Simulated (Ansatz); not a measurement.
# Static equation of state of wurtzite SiC, size series (72 atoms)

The cell holds 72 atoms: 36 Si and 36 C. Cell: a = 9.311 Å, b = 9.311 Å, c = 10.105 Å, α = 90.0°, β = 90.0°, γ = 120.0°. It derives from SiC (wurtzite), repeated 3×3×2. The starting structure: Wurtzite SiC (a = 3.076 Å, c = 5.048 Å), 3 x 3 x 2 conventional cells; ideal positions.

Calculated with Ansatz 0.2.0: Kohn-Sham DFT, PBE, PAW (set soft_2), plane waves; cutoff 420 eV, Γ point, fermi-dirac smearing of 0.025 eV. Cell and atoms were relaxed first, to V0 = 10.538 Å³ an atom at a residual P0 = 0.001 GPa. The cell was then scaled evenly, and the atoms were relaxed at each volume.

```
volume (Å³/atom)  pressure (GPa)
          9.4838               ?
          9.9053           14.82
          10.221           6.872
          10.854          -5.926
          11.170          -11.03
```

Task: Fit the third-order Birch–Murnaghan equation to the rows given and extrapolate to the withheld row.

**Working.**

Take the Eulerian strain f = ½[(V0/V)^(2/3) − 1] and the normalised pressure F = (P − P0) / [3f(1 + 2f)^(5/2)]. The third-order Birch–Murnaghan equation is then the line F = B0 + (3/2)B0(B′ − 4) f, so u = f and v = F.

```
      u = f  v = F (GPa)
  0.0210565      211.561
  0.0102571      212.262
-0.00975629      212.702
 -0.0190507      212.685
```

With n = 4: mean u = 6.2666e-4, mean v = 212.303, Σ(u − ū)² = 0.0010051, Σ(u − ū)(v − v̄) = -0.027202. Slope b = -0.027202 / 0.0010051 = -27.063; intercept a = v̄ − b ū = 212.32.

So B0 = a = 212 GPa and B′ = 4 + 2b/(3a) = 3.92. At the withheld volume f = 0.03638, F = a + b f = 211.3 GPa, and P = P0 + 3f(1 + 2f)^(5/2) F.

Prediction at 9.4838: 27.50 GPa. The run gave 27.41 GPa, so the fit is high by 0.086 GPa (0.31 % of the value).

B′ = 3.9 lies in the range of 3 to 6 that is common for dense crystals. Among the rows given, the largest miss of the fit is at 9.9053, by 0.013 GPa (0.034 % of the range of the table).

Limits: Static cells at zero temperature; the cell shape is held. The program notes that the SCF threshold of these relaxations is loose for the stress. Only the Γ point is sampled, in a cell whose shortest periodic width is 8 Å.

[Logs are printed without paths, hosts, clocks, repeated set-up lines and the standing remarks that a program may print on its own settings, such as how far it seeks lower states.]

[Hosts, paths, dates, database ids (printed as entryN), source tags and the programs' standing remarks are cut or masked in the printed files.]
